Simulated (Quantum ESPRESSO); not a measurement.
# Fixed-spin-moment curve of MnSe

Wanted: E(M) for MnSe from a parallel start.

Program: Quantum ESPRESSO 7.5. Level of theory: PBEsol; plane waves with GBRV 1.5 PBEsol potentials, no spin-orbit coupling. Results are calculated unless marked as measured.

The database entry behind the starting cell is an old determination (1938), so it need not match the best structure at ambient conditions.

### Step 1. The structure

It takes space group F-43m (No. 216, cubic). Conventional cell: a = 5.820 Å, b = 5.820 Å, c = 5.820 Å, α = 90.00°, β = 90.00°, γ = 90.00°. Mn has 4 Se at 2.52 Å nearest. Se has 4 Mn at 2.52 Å nearest. Farther neighbours and most contacts between anions are not listed.

The cell comes from the Crystallography Open Database.

### Step 2. The free run

ASE passes magmoms on as starting_magnetization. pw.x reads values of 1 or more as Bohr magnetons; where all are smaller, it reads them as fractions of the valence charge.

pw.py

```python
from ase import Atoms
from ase.calculators.espresso import Espresso, EspressoProfile

atoms = Atoms(['Mn', 'Se'],
    cell=[[0.0, 2.91, 2.91],
         [2.91, 0.0, 2.91],
         [2.91, 2.91, 0.0]],
    scaled_positions=[[0.0, 0.0, 0.0],
         [0.25, 0.25, 0.25]],
    pbc=True,
    magmoms=[4.5, 0.0])
input_data = {
    'control': {'calculation': 'scf', 'prefix': 'pwscf', 'outdir': './tmp', 'disk_io': 'nowf', 'tprnfor': True, 'tstress': True},
    'system': {'ecutwfc': 40.0, 'ecutrho': 280.0, 'nbnd': 19, 'occupations': 'smearing', 'smearing': 'fd', 'degauss': 0.00734986, 'nspin': 2},
    'electrons': {'conv_thr': 4e-09, 'electron_maxstep': 150, 'mixing_beta': 0.3},
}
atoms.calc = Espresso(
    profile=EspressoProfile(command='mpirun -n 2 pw.x -nk 2', pseudo_dir='pseudo'),
    pseudopotentials={'Mn': 'mn_pbesol_v1.5.uspp.F.UPF', 'Se': 'se_pbesol_v1.uspp.F.UPF'},
    input_data=input_data,
    kpts=(6, 6, 6),
    koffset=(0, 0, 0))
atoms.get_potential_energy()
energy = atoms.calc.results['free_energy']
print(f'free energy: {energy:.6f} eV')
print('site moments (muB):', atoms.get_magnetic_moments().round(3))
```

The run is started by

```
$ OMP_NUM_THREADS=1 python3 pw.py > pw.log
```

What it wrote:

```text
free energy: -3461.433215 eV
site moments (muB): [4.162 0.072]

--- espresso.pwo ---
Program PWSCF v.7.5 starts

Warning: card &CELL ignored
Warning: card &FCP ignored
Warning: card &RISM ignored

     Message from routine setup:
     using ibrav=0 with symmetry is DISCOURAGED, use correct ibrav instead

     K-points division:     npool     =       2
     Subspace diagonalization in iterative solution of the eigenvalue problem:

     G-vector sticks info
     --------------------
     sticks:   dense  smooth     PW     G-vecs:    dense   smooth      PW
     Sum        1159     673    199                26301    11311    1917

     Using Slab Decomposition

     bravais-lattice index     =            0
     lattice parameter (alat)  =       7.7769  a.u.
     unit-cell volume          =     332.5872 (a.u.)^3
     number of atoms/cell      =            2
     number of atomic types    =            2
     number of electrons       =        21.00
     number of Kohn-Sham states=           19
     kinetic-energy cutoff     =      40.0000  Ry
     charge density cutoff     =     280.0000  Ry
     scf convergence threshold =      4.0E-09
     mixing beta               =       0.3000
     number of iterations used =            8  plain     mixing
     Exchange-correlation= SLA  PW   PSX  PSC
                           (   1   4  10   8   0   0   0)

     celldm(1)=   7.776906  celldm(2)=   0.000000  celldm(3)=   0.000000
     celldm(4)=   0.000000  celldm(5)=   0.000000  celldm(6)=   0.000000

     crystal axes: (cart. coord. in units of alat)
               a(1) = (   0.000000   0.707107   0.707107 )
               a(2) = (   0.707107   0.000000   0.707107 )
               a(3) = (   0.707107   0.707107   0.000000 )

     reciprocal axes: (cart. coord. in units 2 pi/alat)
               b(1) = ( -0.707107  0.707107  0.707107 )
               b(2) = (  0.707107 -0.707107  0.707107 )
               b(3) = (  0.707107  0.707107 -0.707107 )

     PseudoPot. # 1 for Mn read from file:
     mn_pbesol_v1.5.uspp.F.UPF
     Pseudo is Ultrasoft + core correction, Zval = 15.0
     Generated by new atomic code, or converted to UPF format
     Using radial grid of  859 points,  6 beta functions with:
                l(1) =   0
                l(2) =   0
                l(3) =   1
                l(4) =   1
                l(5) =   2
                l(6) =   2
     Q(r) pseudized with  8 coefficients,  rinner =    0.950   0.950   0.950
                                                       0.950   0.950

     PseudoPot. # 2 for Se read from file:
     se_pbesol_v1.uspp.F.UPF
     Pseudo is Ultrasoft + core correction, Zval =  6.0
     Generated by new atomic code, or converted to UPF format
     Using radial grid of  877 points,  6 beta functions with:
                l(1) =   0
                l(2) =   0
                l(3) =   1
                l(4) =   1
                l(5) =   2
                l(6) =   2
     Q(r) pseudized with  8 coefficients,  rinner =    1.300   1.300   1.300
                                                       1.300   1.300

     atomic species   valence    mass     pseudopotential
     Mn               15.00    54.93804     Mn( 1.00)
     Se                6.00    78.97100     Se( 1.00)

     Starting magnetic structure
     atomic species   magnetization
     Mn              0.300
     Se              0.000

     24 Sym. Ops. (no inversion) found

   Cartesian axes

     site n.     atom                  positions (alat units)
         1        Mn     tau(   1) = (   0.0000000   0.0000000   0.0000000  )
         2        Se     tau(   2) = (   0.3535534   0.3535534   0.3535534  )

     number of k points=    16  Fermi-Dirac smearing, width (Ry)=  0.0073
                       cart. coord. in units 2pi/alat
        k(    1) = (   0.0000000   0.0000000   0.0000000), wk =   0.0046296
        k(    2) = (   0.1178511   0.1178511  -0.1178511), wk =   0.0370370
        k(    3) = (   0.2357023   0.2357023  -0.2357023), wk =   0.0370370
        k(    4) = (  -0.3535534  -0.3535534   0.3535534), wk =   0.0185185
        k(    5) = (   0.2357023   0.0000000  -0.0000000), wk =   0.0277778
        [... 11 further k-points ...]

     Dense  grid:    26301 G-vectors     FFT dimensions: (  45,  45,  45)

     Smooth grid:    11311 G-vectors     FFT dimensions: (  32,  32,  32)

     Check: negative core charge=   -0.000025
     Generating pointlists ...
     new r_m :   0.2526 (alat units)  1.9645 (a.u.) for type    1
     new r_m :   0.2526 (alat units)  1.9645 (a.u.) for type    2

     Initial potential from superposition of free atoms

     starting charge      20.4999, renormalised to      21.0000
     Starting wfcs are   17 randomized atomic wfcs +    2 random wfcs

     Self-consistent Calculation

     iteration #  1     ecut=    40.00 Ry     beta= 0.30
     Davidson diagonalization with overlap
     ethr =  1.00E-02,  avg # of iterations =  5.6

     total energy              =    -254.23198018 Ry
     estimated scf accuracy    <       0.69271973 Ry

     total magnetization       =     4.58 Bohr mag/cell
     absolute magnetization    =     4.58 Bohr mag/cell

     iteration #  2     ecut=    40.00 Ry     beta= 0.30
     Davidson diagonalization with overlap
     ethr =  3.30E-03,  avg # of iterations =  1.8

     total energy              =    -254.39540229 Ry
     estimated scf accuracy    <       0.06091441 Ry

     total magnetization       =     4.64 Bohr mag/cell
     absolute magnetization    =     4.64 Bohr mag/cell

     iteration #  3     ecut=    40.00 Ry     beta= 0.30
     Davidson diagonalization with overlap
     ethr =  2.90E-04,  avg # of iterations =  1.8

     total energy              =    -254.40857140 Ry
     estimated scf accuracy    <       0.00912639 Ry

     total magnetization       =     4.77 Bohr mag/cell
     absolute magnetization    =     4.77 Bohr mag/cell

     [... further iterations left out ...]

     iteration #  7     ecut=    40.00 Ry     beta= 0.30
     Davidson diagonalization with overlap
     ethr =  2.74E-08,  avg # of iterations =  2.7

     negative rho (up, down):  0.000E+00 3.096E-04

     total energy              =    -254.41066940 Ry
     estimated scf accuracy    <       0.00000255 Ry

     total magnetization       =     4.82 Bohr mag/cell
     absolute magnetization    =     4.82 Bohr mag/cell

     iteration #  8     ecut=    40.00 Ry     beta= 0.30
     Davidson diagonalization with overlap
     ethr =  1.21E-08,  avg # of iterations =  2.3

     negative rho (up, down):  0.000E+00 3.094E-04

     total energy              =    -254.41067076 Ry
     estimated scf accuracy    <       0.00000022 Ry

     total magnetization       =     4.82 Bohr mag/cell
     absolute magnetization    =     4.82 Bohr mag/cell

     iteration #  9     ecut=    40.00 Ry     beta= 0.30
     Davidson diagonalization with overlap
     ethr =  1.05E-09,  avg # of iterations =  3.6

     negative rho (up, down):  0.000E+00 3.094E-04

     total energy              =    -254.41067097 Ry
     estimated scf accuracy    <       0.00000009 Ry

     total magnetization       =     4.82 Bohr mag/cell
     absolute magnetization    =     4.82 Bohr mag/cell

     iteration # 10     ecut=    40.00 Ry     beta= 0.30
     Davidson diagonalization with overlap
     ethr =  4.40E-10,  avg # of iterations =  2.2

     negative rho (up, down):  0.000E+00 3.094E-04

     Magnetic moment per site  (integrated on atomic sphere of radius R)
     atom   1 (R=0.253)  charge= 13.1080  magn=  4.1621
     atom   2 (R=0.253)  charge=  3.8484  magn=  0.0716

     End of self-consistent calculation

     [... lines left out ...]
     the Fermi energy is     6.9251 ev

!    total energy              =    -254.41067105 Ry
     estimated scf accuracy    <          2.8E-09 Ry
     smearing contrib. (-TS)   =      -0.00223721 Ry
     internal energy E=F+TS    =    -254.40843383 Ry

     The total energy is F=E-TS. E is the sum of the following terms:
     one-electron contribution =    -163.55849912 Ry
     hartree contribution      =      86.92462491 Ry
     xc contribution           =     -55.84581320 Ry
     ewald contribution        =    -121.92874642 Ry

     total magnetization       =     4.83 Bohr mag/cell
     absolute magnetization    =     4.83 Bohr mag/cell

     convergence has been achieved in  10 iterations

     negative rho (up, down):  0.000E+00 3.094E-04

     Forces acting on atoms (cartesian axes, Ry/au):

     atom    1 type  1   force =     0.00000000    0.00000000    0.00000000
     atom    2 type  2   force =     0.00000000    0.00000000    0.00000000

     Total force =     0.000000     Total SCF correction =     0.000000

     Computing stress (Cartesian axis) and pressure

     negative rho (up, down):  0.000E+00 3.094E-04
          total   stress  (Ry/bohr**3)                   (kbar)     P=       -6.13
  -0.00004166  -0.00000000  -0.00000000           -6.13       -0.00       -0.00
  -0.00000000  -0.00004166  -0.00000000           -0.00       -6.13       -0.00
  -0.00000000   0.00000000  -0.00004166           -0.00        0.00       -6.13

=------------------------------------------------------------------------------=
   JOB DONE.
=------------------------------------------------------------------------------=
```

Run time: 10 s. Hardware: 2 MPI ranks of Intel Xeon Platinum 8559C (Emerald Rapids), shared host; peak memory 0.32 GiB.

Spin moment in the atom's sphere by atom:

| atom | spin moment in the atom's sphere (μB) |
| --- | --- |
| Mn1 | 4.16 |
| Se2 | 0.07 |

This step gave:

```yaml
smearing_term_ts: 0.03044 eV
pressure: -0.6128 GPa
magnetization: 4.825 μB
absolute_magnetization: 4.825 μB
final_state: ferromagnetic
```

### Step 3. Moment fixed at 0 μB

The two spin channels are filled to separate Fermi energies, so that the total moment meets the target. Half of the up one less the down one is the slope dE/dM.

pw.py, as its differences from that of step 2:

```diff
@@ -10,6 +10,6 @@
     pbc=True,
-    magmoms=[4.5, 0.0])
+    magmoms=[0.225, 0.0])
 input_data = {
     'control': {'calculation': 'scf', 'prefix': 'pwscf', 'outdir': './tmp', 'disk_io': 'nowf', 'tprnfor': True, 'tstress': True},
-    'system': {'ecutwfc': 40.0, 'ecutrho': 280.0, 'nbnd': 19, 'occupations': 'smearing', 'smearing': 'fd', 'degauss': 0.00734986, 'nspin': 2},
+    'system': {'ecutwfc': 40.0, 'ecutrho': 280.0, 'nbnd': 20, 'occupations': 'smearing', 'smearing': 'fd', 'degauss': 0.00734986, 'nspin': 2, 'tot_magnetization': 0.0},
     'electrons': {'conv_thr': 4e-09, 'electron_maxstep': 150, 'mixing_beta': 0.3},
```

espresso.pwi

```
&CONTROL
   calculation      = 'scf'
   tstress          = .true.
   tprnfor          = .true.
   outdir           = './tmp'
   prefix           = 'pwscf'
   disk_io          = 'nowf'
   pseudo_dir       = 'pseudo'
/
&SYSTEM
   nbnd             = 20
   tot_magnetization = 0.0
   ecutwfc          = 40.0
   ecutrho          = 280.0
   occupations      = 'smearing'
   degauss          = 0.00734986
   smearing         = 'fd'
   nspin            = 2
   starting_magnetization(1) = 0.225
   starting_magnetization(2) = 0.0
   ntyp             = 2
   nat              = 2
   ibrav            = 0
/
&ELECTRONS
   electron_maxstep = 150
   conv_thr         = 4e-09
   mixing_beta      = 0.3
/
&IONS
/
&CELL
/
&FCP
/
&RISM
/
ATOMIC_SPECIES
Mn  54.938044 mn_pbesol_v1.5.uspp.F.UPF
Se  78.971 se_pbesol_v1.uspp.F.UPF

K_POINTS automatic
6 6 6  0 0 0

CELL_PARAMETERS angstrom
0.00000000000000 2.91000000000000 2.91000000000000
2.91000000000000 0.00000000000000 2.91000000000000
2.91000000000000 2.91000000000000 0.00000000000000

ATOMIC_POSITIONS angstrom
Mn  0.0000000000 0.0000000000 0.0000000000  
Se  1.4550000000 1.4550000000 1.4550000000
```

The run is started by

```
$ OMP_NUM_THREADS=1 python3 pw.py > pw.log
```

What it wrote:

```text
     [... lines left out ...]
free energy: -3459.765023 eV
site moments (muB): [ 0. -0.]
--- espresso.pwo ---
Program PWSCF v.7.5 starts
     [... lines left out ...]
     number of atoms/cell      =            2
     [... lines left out ...]
     number of electrons       =        21.00 (up:  10.50, down:  10.50)
     number of Kohn-Sham states=           20
     kinetic-energy cutoff     =      40.0000  Ry
     charge density cutoff     =     280.0000  Ry
     scf convergence threshold =      4.0E-09
     [... lines left out ...]
     24 Sym. Ops. (no inversion) found
     [... lines left out ...]
     number of k points=    16  Fermi-Dirac smearing, width (Ry)=  0.0073
     [... lines left out ...]
     iteration # 17     ecut=    40.00 Ry     beta= 0.30
     [... lines left out ...]
     Magnetic moment per site  (integrated on atomic sphere of radius R)
     atom   1 (R=0.253)  charge= 13.2049  magn=  0.0001
     atom   2 (R=0.253)  charge=  3.7317  magn= -0.0001
     [... lines left out ...]
     the spin up/dw Fermi energies are     6.2887    6.2883 ev
!    total energy              =    -254.28806121 Ry
     estimated scf accuracy    <          6.6E-10 Ry
     smearing contrib. (-TS)   =      -0.01130665 Ry
     [... lines left out ...]
     total magnetization       =     0.00 Bohr mag/cell
     absolute magnetization    =     0.00 Bohr mag/cell
     convergence has been achieved in  17 iterations
     [... lines left out ...]
     Total force =     0.000000     Total SCF correction =     0.000000
     [... lines left out ...]
          total   stress  (Ry/bohr**3)                   (kbar)     P=     -179.60
     [... lines left out ...]
```

The job ended after 14 s (2 MPI ranks; peak memory 0.32 GiB).

This step gave:

* magnetization: 0 μB
* absolute magnetization: 0 μB
* half the difference of the two Fermi energies: 0.2 meV
* largest moment: 0 μB

(Continued in part 2 of 2.)

[Logs and program files are shortened in this print: banners, set-up blocks, solver, clock and traceback lines can be left out without a mark of their own.]

[Logs are printed without paths, hosts, clocks, repeated set-up lines and the standing remarks that a program may print on its own settings, such as how far it seeks lower states.]

[Hosts, paths, dates, database ids (printed as entryN), source tags and the programs' standing remarks are cut or masked in the printed files.]

[Where a cell is said to come from a database of computed structures, the database is the Materials Project.]
